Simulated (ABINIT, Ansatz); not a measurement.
# Quasiparticle gap of CdS (Greenockite) in ABINIT, part 2 of 3

Aim: the G0W0 gap of CdS (Greenockite) on PBE, step by step.

ABINIT 10.8.3; PBE and many-body steps on it, plane waves. Known limits of the many-body steps: not at the basis limit; no spin-orbit coupling; coarse k mesh.

So far. Step 2 (Ground state): The gap is direct, at Γ.

## 3. Bands along the symmetry lines

Level of this step: DFT, PBE, plane waves, norm-conserving pseudopotentials (ABINIT).

Levels along a band path, at the cheap level, show where the edges lie and whether the meshes to come will hold them.

run.abi

```
acell 3*1.0 Angstrom
rprim 
  4.137000000025 -0.000000000006 0.000000000000
  -2.068500000008 3.582747095481 0.000000000000
  0.000000000000 0.000000000000 6.714400000000
ntypat 2
znucl 48 16
natom 4
typat 1 1 2 2
xred 
  0.666666666667 0.333333333333 0.000000000000
  0.333333333333 0.666666666667 0.500000000000
  0.666666666667 0.333333333333 0.375000000000
  0.333333333333 0.666666666667 0.875000000000
pp_dirpath "pseudos"
pseudos "Cd.upf, S.upf"
ecut 47
iscf -2
irdden 1
kptopt 0
nkpt 75
kpt 
  0.00000000 0.00000000 0.00000000
  0.06250000 0.00000000 0.00000000
  0.12500000 0.00000000 0.00000000
  0.18750000 0.00000000 0.00000000
  0.25000000 0.00000000 0.00000000
  0.31250000 0.00000000 0.00000000
  0.37500000 0.00000000 0.00000000
  0.43750000 0.00000000 0.00000000
  0.50000000 0.00000000 0.00000000
  0.47916667 0.04166667 0.00000000
  0.45833333 0.08333333 0.00000000
  0.43750000 0.12500000 0.00000000
  0.41666666 0.16666666 0.00000000
  0.39583333 0.20833333 0.00000000
  0.37500000 0.25000000 0.00000000
  0.35416666 0.29166666 0.00000000
  0.33333333 0.33333333 0.00000000
  0.29166666 0.29166666 0.00000000
  0.25000000 0.25000000 0.00000000
  0.20833333 0.20833333 0.00000000
  0.16666666 0.16666666 0.00000000
  0.12500000 0.12500000 0.00000000
  0.08333333 0.08333333 0.00000000
  0.04166667 0.04166667 0.00000000
  0.00000000 0.00000000 0.00000000
  0.00000000 0.00000000 0.06250000
  0.00000000 0.00000000 0.12500000
  0.00000000 0.00000000 0.18750000
  0.00000000 0.00000000 0.25000000
  0.00000000 0.00000000 0.31250000
  0.00000000 0.00000000 0.37500000
  0.00000000 0.00000000 0.43750000
  0.00000000 0.00000000 0.50000000
  0.06250000 0.00000000 0.50000000
  0.12500000 0.00000000 0.50000000
  0.18750000 0.00000000 0.50000000
  0.25000000 0.00000000 0.50000000
  0.31250000 0.00000000 0.50000000
  0.37500000 0.00000000 0.50000000
  0.43750000 0.00000000 0.50000000
  0.50000000 0.00000000 0.50000000
  0.47916667 0.04166667 0.50000000
  0.45833333 0.08333333 0.50000000
  0.43750000 0.12500000 0.50000000
  0.41666666 0.16666666 0.50000000
  0.39583333 0.20833333 0.50000000
  0.37500000 0.25000000 0.50000000
  0.35416666 0.29166666 0.50000000
  0.33333333 0.33333333 0.50000000
  0.29166666 0.29166666 0.50000000
  0.25000000 0.25000000 0.50000000
  0.20833333 0.20833333 0.50000000
  0.16666666 0.16666666 0.50000000
  0.12500000 0.12500000 0.50000000
  0.08333333 0.08333333 0.50000000
  0.04166667 0.04166667 0.50000000
  0.00000000 0.00000000 0.50000000
  0.50000000 0.00000000 0.50000000
  0.50000000 0.00000000 0.43750000
  0.50000000 0.00000000 0.37500000
  0.50000000 0.00000000 0.31250000
  0.50000000 0.00000000 0.25000000
  0.50000000 0.00000000 0.18750000
  0.50000000 0.00000000 0.12500000
  0.50000000 0.00000000 0.06250000
  0.50000000 0.00000000 0.00000000
  0.33333333 0.33333333 0.50000000
  0.33333333 0.33333333 0.43750000
  0.33333333 0.33333333 0.37500000
  0.33333333 0.33333333 0.31250000
  0.33333333 0.33333333 0.25000000
  0.33333333 0.33333333 0.18750000
  0.33333333 0.33333333 0.12500000
  0.33333333 0.33333333 0.06250000
  0.33333333 0.33333333 0.00000000
istwfk *1
nband 33
nbdbuf 2
tolwfr 1e-08
nstep 40
prtwf 0
prtvol 0
indata_prefix "in"
outdata_prefix "out"
tmpdata_prefix "tmp"
```

Started as:

```
OMP_NUM_THREADS=1 mpirun -n 4 abinit run.abi > log
```

Numbers of over 12 decimals in the logs are rounded to 6 here.

The log of the run:

```text
.Version 10.8.3 of ABINIT. v10.8.2 released Aug 2026.

 Symmetries : space group P6_3 m c (#186); Bravais hP (primitive hexag.)
[... echo of the input left out ...]
== DATASET  1 ==================================================================
-   mpi_nproc: 4, omp_nthreads: 1 (-1 if OMP is not activated)

--- !DatasetInfo
iteration_state: {dtset: 1, }
dimensions: {natom: 4, nkpt: 75, mband: 33, nsppol: 1, nspinor: 1, nspden: 1, mpw: 10378, }
cutoff_energies: {ecut:  47.0, pawecutdg:  -1.0, }
electrons: {nelect:   5.20000000E+01, charge:   0.00000000E+00, occopt:   1.00000000E+00, tsmear:   1.00000000E-02, }

 Real(R)+Recip(G) space primitive vectors, cartesian coordinates (Bohr,Bohr^-1):
 R(1)=  7.8177970  0.0000000  0.0000000  G(1)=  0.1279133  0.0738508  0.0000000
 R(2)= -3.9088985  6.7704108  0.0000000  G(2)=  0.0000000  0.1477015  0.0000000
 R(3)=  0.0000000  0.0000000 12.6883771  G(3)=  0.0000000  0.0000000  0.0788123
 Unit cell volume ucvol=  6.7159196E+02 bohr^3
 Angles (23,13,12)=  9.00000000E+01  9.00000000E+01  1.20000000E+02 degrees

 getcut: wavevector=  0.0000  0.0000  0.0000  ngfft=  50  50  80
         ecut(hartree)=     47.000   => boxcut(ratio)=   2.04301

--- Pseudopotential description ------------------------------------------------
- Cd Generated using ONCVPSP code by D. R. Hamann
- 48.00000  20.00000  171031                  znucl, zion, pspdat
12 -101130 2 -1 1368                          pspcod,pspxc,lmax,lloc,mmax
     nproj     2     2     2
  pspatm : epsatm=   23.16453630
         --- l  ekb(1:nproj) -->
             0   51.917189    3.534234
             1    8.636196    1.282240
             2    0.687672   -0.678465
 pspatm: atomic psp has been read  and splines computed

- S Generated using ONCVPSP code by D. R. Hamann
- 16.00000   6.00000  171031                  znucl, zion, pspdat
12 -101130 2 -1 1146                          pspcod,pspxc,lmax,lloc,mmax
     nproj     2     2     2
  pspatm : epsatm=    9.01821529
         --- l  ekb(1:nproj) -->
[...]
pspatm: atomic psp has been read  and splines computed

--------------------------------------------------------------------------------

================================================================================
 prteigrs : about to open file out_EIG
 Non-SCF case, kpt    1 (  0.00000  0.00000  0.00000), residuals and eigenvalues=
  2.77E-09  3.46E-09  2.08E-09  2.23E-09  2.26E-09  8.79E-09  4.48E-09  1.66E-09
  2.15E-09  7.89E-09  2.32E-09  6.97E-09  8.14E-09  5.64E-09  4.64E-09  6.01E-09
  7.64E-09  5.06E-09  4.34E-09  9.17E-09  3.59E-09  2.59E-09  4.21E-09  6.70E-09
[...]
7.18E-05
 -3.5653E+00 -3.5653E+00 -2.1345E+00 -2.1345E+00 -2.1345E+00 -2.1345E+00
 -2.1345E+00 -2.1344E+00 -2.9477E-01 -2.7875E-01 -1.2392E-01 -1.2308E-01
 -1.2308E-01 -1.1985E-01 -1.1985E-01 -1.0807E-01 -1.0807E-01 -1.0469E-01
[...]
1.00E-04
[...]
Non-SCF case, kpt   74 (  0.33333  0.33333  0.06250), residuals and eigenvalues=
[...]
Non-SCF case, kpt   75 (  0.33333  0.33333  0.00000), residuals and eigenvalues=
[...]
-8.7117E-02 -8.7116E-02  2.4173E-02  2.4173E-02  4.5597E-02  9.0881E-02
  9.0881E-02  9.9733E-02  3.2950E-01  3.4677E-01  3.4677E-01  4.2211E-01
[...]
--- !ResultsGS
iteration_state: {dtset: 1, }
comment   : Summary of ground state results
lattice_vectors:
- [  7.8177970,  -0.0000000,   0.0000000, ]
- [ -3.9088985,   6.7704108,   0.0000000, ]
- [  0.0000000,   0.0000000,  12.6883771, ]
lattice_lengths: [   7.81780,    7.81780,   12.68838, ]
lattice_angles: [ 90.000,  90.000, 120.000, ] # degrees, (23, 13, 12)
lattice_volume:   6.7159196E+02
convergence: {deltae:  0.000E+00, res2:  0.000E+00, residm:  9.993E-09, diffor:  0.000E+00, }
etotal    :  -3.72835521E+02
entropy   :   0.00000000E+00
fermie    :   1.59064417E-01
cartesian_stress_tensor: null
pressure_GPa: null
xred      :
- [  6.6667E-01,   3.3333E-01,   0.0000E+00, Cd]
- [  3.3333E-01,   6.6667E-01,   5.0000E-01, Cd]
- [  6.6667E-01,   3.3333E-01,   3.7500E-01,  S]
- [  3.3333E-01,   6.6667E-01,   8.7500E-01,  S]
cartesian_forces: null
force_length_stats: {min: null, max: null, mean: null, }

 Integrated electronic density in atomic spheres:
 ------------------------------------------------
 Atom  Sphere_radius  Integrated_density
[...]
================================================================================

 ----iterations are completed or convergence reached----

 Mean square residual over all n,k,spin=   49.678E-10; max=  99.935E-10
 reduced coordinates (array xred) for    4 atoms
[...]
0.666666666667      0.333333333333      0.375000000000
       0.333333333333      0.666666666667      0.875000000000

 cartesian coordinates (angstrom) at end:
    1      2.068500     1.194249     0.000000
    2      3e-12     2.388498     3.357200
    3      2.068500     1.194249     2.517900
    4      3e-12     2.388498     5.875100
 length scales=  1.889726125908  1.889726125908  1.889726125908 bohr
              =  1.000000000000  1.000000000000  1.000000000000 angstroms
 prteigrs : about to open file out_EIG
 Eigenvalues (hartree) for nkpt=  75  k points:
 kpt#   1, nband= 33, wtk=  1.00000, kpt=  0.0000  0.0000  0.0000 (reduced coord)
[...]
kpt#   2, nband= 33, wtk=  1.00000, kpt=  0.0625  0.0000  0.0000 (reduced coord)
[...]
kpt#   3, nband= 33, wtk=  1.00000, kpt=  0.1250  0.0000  0.0000 (reduced coord)
[...]
kpt#  74, nband= 33, wtk=  1.00000, kpt=  0.3333  0.3333  0.0625 (reduced coord)
[...]
0.48266
 kpt#  75, nband= 33, wtk=  1.00000, kpt=  0.3333  0.3333  0.0000 (reduced coord)
[...]
-0.10738   -0.10524   -0.08712   -0.08712    0.02417    0.02417    0.04560    0.09088
   0.09088    0.09973    0.32950    0.34677    0.34677    0.42211    0.43206    0.43206
   0.47891

== END DATASET(S) ==============================================================
================================================================================

 -outvars: echo values of variables after computation  --------
            nband          33
             nkpt          75
          spgroup         186
 [... the other variables as echoed above ...]

 Calculation completed.
```

The job ended after 4.6 min (4 MPI ranks of Intel Xeon Platinum 8259CL at 2.50GHz (Skylake/Cascade Lake), shared host; peak memory 0.75 GiB).

Numbers from this step:

```
gap                        : 1.219 eV
k of the valence top       : 0, 0, 0
k of the conduction bottom : 0, 0, 0
least direct gap           : 1.219 eV
```

The gap is 1.219 eV, as in the run before at this level.

Electronic bands along the path, in eV, zero at the top of the highest filled band:

```csv
point,band 23,band 24,band 25,band 26,band 27,band 28,band 29,band 30
Γ,-0.77,-0.04,0.00,0.00,1.22,2.80,6.46,6.46
halfway,-1.93,-1.37,-0.50,-0.37,2.99,4.01,5.50,6.41
M,-2.65,-1.88,-1.30,-0.74,3.73,3.89,5.11,6.41
halfway,-2.70,-2.18,-1.45,-1.20,4.34,4.71,4.93,6.46
K,-3.09,-1.86,-1.86,-1.61,4.64,5.11,5.11,7.16
halfway,-2.37,-1.66,-0.66,-0.62,3.42,4.54,5.56,5.80
Γ,-0.77,-0.04,0.00,0.00,1.22,2.80,6.46,6.46
halfway,-0.66,-0.66,-0.12,-0.12,2.10,2.88,6.31,6.53
A,-0.40,-0.40,-0.40,-0.40,2.86,2.86,6.19,6.19
halfway,-1.33,-1.33,-0.89,-0.89,3.83,3.83,5.42,5.42
L,-1.34,-1.34,-1.33,-1.33,3.49,3.49,5.39,5.39
halfway,-1.95,-1.95,-1.17,-1.17,4.02,4.02,5.73,5.73
H,-2.41,-2.41,-1.12,-1.12,4.41,4.41,6.10,6.10
halfway,-1.35,-1.35,-1.19,-1.19,4.16,4.16,5.42,5.42
A,-0.40,-0.40,-0.40,-0.40,2.86,2.86,6.19,6.19
jump to L,-1.34,-1.34,-1.33,-1.33,3.49,3.49,5.39,5.39
halfway,-2.14,-1.72,-1.12,-0.92,3.33,3.92,5.59,5.64
M,-2.65,-1.88,-1.30,-0.74,3.73,3.89,5.11,6.41
jump to H,-2.41,-2.41,-1.12,-1.12,4.41,4.41,6.10,6.10
halfway,-2.90,-1.87,-1.48,-1.48,4.80,4.80,5.08,6.75
K,-3.09,-1.86,-1.86,-1.61,4.64,5.11,5.11,7.16
```

## 4. Empty states on the mesh, 3×3×2 mesh, 420 bands

The sums over transitions need many empty states on a uniform mesh; this step solves for them.

run.abi

```
acell 3*1.0 Angstrom
rprim 
  4.137000000025 -0.000000000006 0.000000000000
  -2.068500000008 3.582747095481 0.000000000000
  0.000000000000 0.000000000000 6.714400000000
ntypat 2
znucl 48 16
natom 4
typat 1 1 2 2
xred 
  0.666666666667 0.333333333333 0.000000000000
  0.333333333333 0.666666666667 0.500000000000
  0.666666666667 0.333333333333 0.375000000000
  0.333333333333 0.666666666667 0.875000000000
pp_dirpath "pseudos"
pseudos "Cd.upf, S.upf"
ecut 47
ngkpt 3 3 2
nshiftk 1
shiftk 0 0 0
kptopt 1
chksymbreak 0
iscf -2
irdden 1
istwfk *1
nband 420
nbdbuf 38
tolwfr 1e-09
nstep 60
prtvol 0
indata_prefix "in"
outdata_prefix "out"
tmpdata_prefix "tmp"
```

The log of the run:

```text
.Version 10.8.3 of ABINIT. v10.8.2 released Aug 2026.

 Symmetries : space group P6_3 m c (#186); Bravais hP (primitive hexag.)
[... echo of the input left out ...]
== DATASET  1 ==================================================================
-   mpi_nproc: 4, omp_nthreads: 1 (-1 if OMP is not activated)

--- !DatasetInfo
iteration_state: {dtset: 1, }
dimensions: {natom: 4, nkpt: 6, mband: 420, nsppol: 1, nspinor: 1, nspden: 1, mpw: 10374, }
cutoff_energies: {ecut:  47.0, pawecutdg:  -1.0, }
electrons: {nelect:   5.20000000E+01, charge:   0.00000000E+00, occopt:   1.00000000E+00, tsmear:   1.00000000E-02, }

 Real(R)+Recip(G) space primitive vectors, cartesian coordinates (Bohr,Bohr^-1):
 R(1)=  7.8177970  0.0000000  0.0000000  G(1)=  0.1279133  0.0738508  0.0000000
 R(2)= -3.9088985  6.7704108  0.0000000  G(2)=  0.0000000  0.1477015  0.0000000
 R(3)=  0.0000000  0.0000000 12.6883771  G(3)=  0.0000000  0.0000000  0.0788123
 Unit cell volume ucvol=  6.7159196E+02 bohr^3
 Angles (23,13,12)=  9.00000000E+01  9.00000000E+01  1.20000000E+02 degrees

 getcut: wavevector=  0.0000  0.0000  0.0000  ngfft=  50  50  80
         ecut(hartree)=     47.000   => boxcut(ratio)=   2.04301

--- Pseudopotential description ------------------------------------------------
- Cd Generated using ONCVPSP code by D. R. Hamann
- 48.00000  20.00000  171031                  znucl, zion, pspdat
12 -101130 2 -1 1368                          pspcod,pspxc,lmax,lloc,mmax
     nproj     2     2     2
  pspatm : epsatm=   23.16453630
         --- l  ekb(1:nproj) -->
             0   51.917189    3.534234
             1    8.636196    1.282240
             2    0.687672   -0.678465
 pspatm: atomic psp has been read  and splines computed

- S Generated using ONCVPSP code by D. R. Hamann
- 16.00000   6.00000  171031                  znucl, zion, pspdat
12 -101130 2 -1 1146                          pspcod,pspxc,lmax,lloc,mmax
     nproj     2     2     2
  pspatm : epsatm=    9.01821529
         --- l  ekb(1:nproj) -->
[...]
pspatm: atomic psp has been read  and splines computed

--------------------------------------------------------------------------------

================================================================================
 prteigrs : about to open file out_EIG
 Non-SCF case, kpt    1 (  0.00000  0.00000  0.00000), residuals and eigenvalues=
  6.09E-10  4.31E-10  3.36E-10  4.56E-10  3.77E-10  8.92E-10  4.19E-10  4.48E-10
  2.79E-10  2.46E-10  4.48E-10  6.42E-10  5.55E-10  3.41E-10  4.84E-10  7.61E-11
  4.48E-10  3.39E-10  5.49E-10  9.71E-10  3.46E-10  2.55E-10  8.01E-10  3.07E-10
[...]
7.15E-04  9.61E-04  3.01E-03  3.47E-03
 -3.5653E+00 -3.5653E+00 -2.1345E+00 -2.1345E+00 -2.1345E+00 -2.1345E+00
 -2.1345E+00 -2.1344E+00 -2.9477E-01 -2.7875E-01 -1.2392E-01 -1.2308E-01
 -1.2308E-01 -1.1985E-01 -1.1985E-01 -1.0807E-01 -1.0807E-01 -1.0469E-01
[...]
5.1223E+00  5.1371E+00  5.1378E+00  5.1690E+00  5.1977E+00  5.2006E+00
  5.2033E+00  5.2116E+00  5.2124E+00  5.2166E+00  5.2280E+00  5.2406E+00
 prteigrs : prtvol=0 or 1, do not print more k-points.

--- !ResultsGS
iteration_state: {dtset: 1, }
comment   : Summary of ground state results
lattice_vectors:
- [  7.8177970,  -0.0000000,   0.0000000, ]
- [ -3.9088985,   6.7704108,   0.0000000, ]
- [  0.0000000,   0.0000000,  12.6883771, ]
lattice_lengths: [   7.81780,    7.81780,   12.68838, ]
lattice_angles: [ 90.000,  90.000, 120.000, ] # degrees, (23, 13, 12)
lattice_volume:   6.7159196E+02
convergence: {deltae:  0.000E+00, res2:  0.000E+00, residm:  9.888E-10, diffor:  0.000E+00, }
etotal    :  -3.72835521E+02
entropy   :   0.00000000E+00
fermie    :   1.59064417E-01
cartesian_stress_tensor: null
pressure_GPa: null
xred      :
- [  6.6667E-01,   3.3333E-01,   0.0000E+00, Cd]
- [  3.3333E-01,   6.6667E-01,   5.0000E-01, Cd]
- [  6.6667E-01,   3.3333E-01,   3.7500E-01,  S]
- [  3.3333E-01,   6.6667E-01,   8.7500E-01,  S]
cartesian_forces: null
force_length_stats: {min: null, max: null, mean: null, }

 Integrated electronic density in atomic spheres:
 ------------------------------------------------
 Atom  Sphere_radius  Integrated_density
[...]
================================================================================

 ----iterations are completed or convergence reached----

 Mean square residual over all n,k,spin=   40.047E-11; max=  98.876E-11
 reduced coordinates (array xred) for    4 atoms
[...]
0.666666666667      0.333333333333      0.375000000000
       0.333333333333      0.666666666667      0.875000000000

 cartesian coordinates (angstrom) at end:
    1      2.068500     1.194249     0.000000
    2      3e-12     2.388498     3.357200
    3      2.068500     1.194249     2.517900
    4      3e-12     2.388498     5.875100
 length scales=  1.889726125908  1.889726125908  1.889726125908 bohr
              =  1.000000000000  1.000000000000  1.000000000000 angstroms
 prteigrs : about to open file out_EIG
 Eigenvalues (hartree) for nkpt=   6  k points:
 kpt#   1, nband=420, wtk=  0.05556, kpt=  0.0000  0.0000  0.0000 (reduced coord)
[...]
5.05874    5.06402    5.06402    5.07706    5.07706    5.09764    5.09765    5.10693
   5.12225    5.13714    5.13775    5.16899    5.19773    5.20055    5.20334    5.21157
   5.21243    5.21658    5.22803    5.24056
 prteigrs : prtvol=0 or 1, do not print more k-points.

== END DATASET(S) ==============================================================
================================================================================

 -outvars: echo values of variables after computation  --------
            nband         420
             nkpt           6
          spgroup         186
 [... the other variables as echoed above ...]

 Calculation completed.
```

It took 22 min on 4 MPI ranks; peak memory 0.82 GiB.

Numbers from this step:

```yaml
gap: 1.219 eV
k_of_the_valence_top: 0, 0, 0
k_of_the_conduction_bottom: 0, 0, 0
least_direct_gap: 1.219 eV
k_points_computed: 6
lowest_point_of_the_top_converged_band_above_the_valence_top: 126.2437 eV
```

On this mesh the gap is 1.219 eV.

(Continued in part 3 of 3.)

[Paths, hosts, dates, memory and timing lines, banners, echoed tables and standing remarks are left out of the program output.]

[Logs are printed without paths, hosts, clocks, repeated set-up lines and the standing remarks that a program may print on its own settings, such as how far it seeks lower states.]

[Runs of the session that timed out or met a known fault of the program may be left out.]

[No measured gap is set beside runs whose start may be inverted or whose files or cutoffs have a known fault.]

[Hosts, paths, dates, database ids (printed as entryN), source tags and the programs' standing remarks are cut or masked in the printed files.]

[G0W0 gaps are taken among the corrected bands and points alone; a level outside them can change the order at an edge.]

[Where Ansatz stands beside ABINIT at settings called matched, ABINIT's density can come from a denser mesh and the files from another edition; pairs whose starting gaps differed by over 0.03 eV were left out, so agreement reads better than it is.]
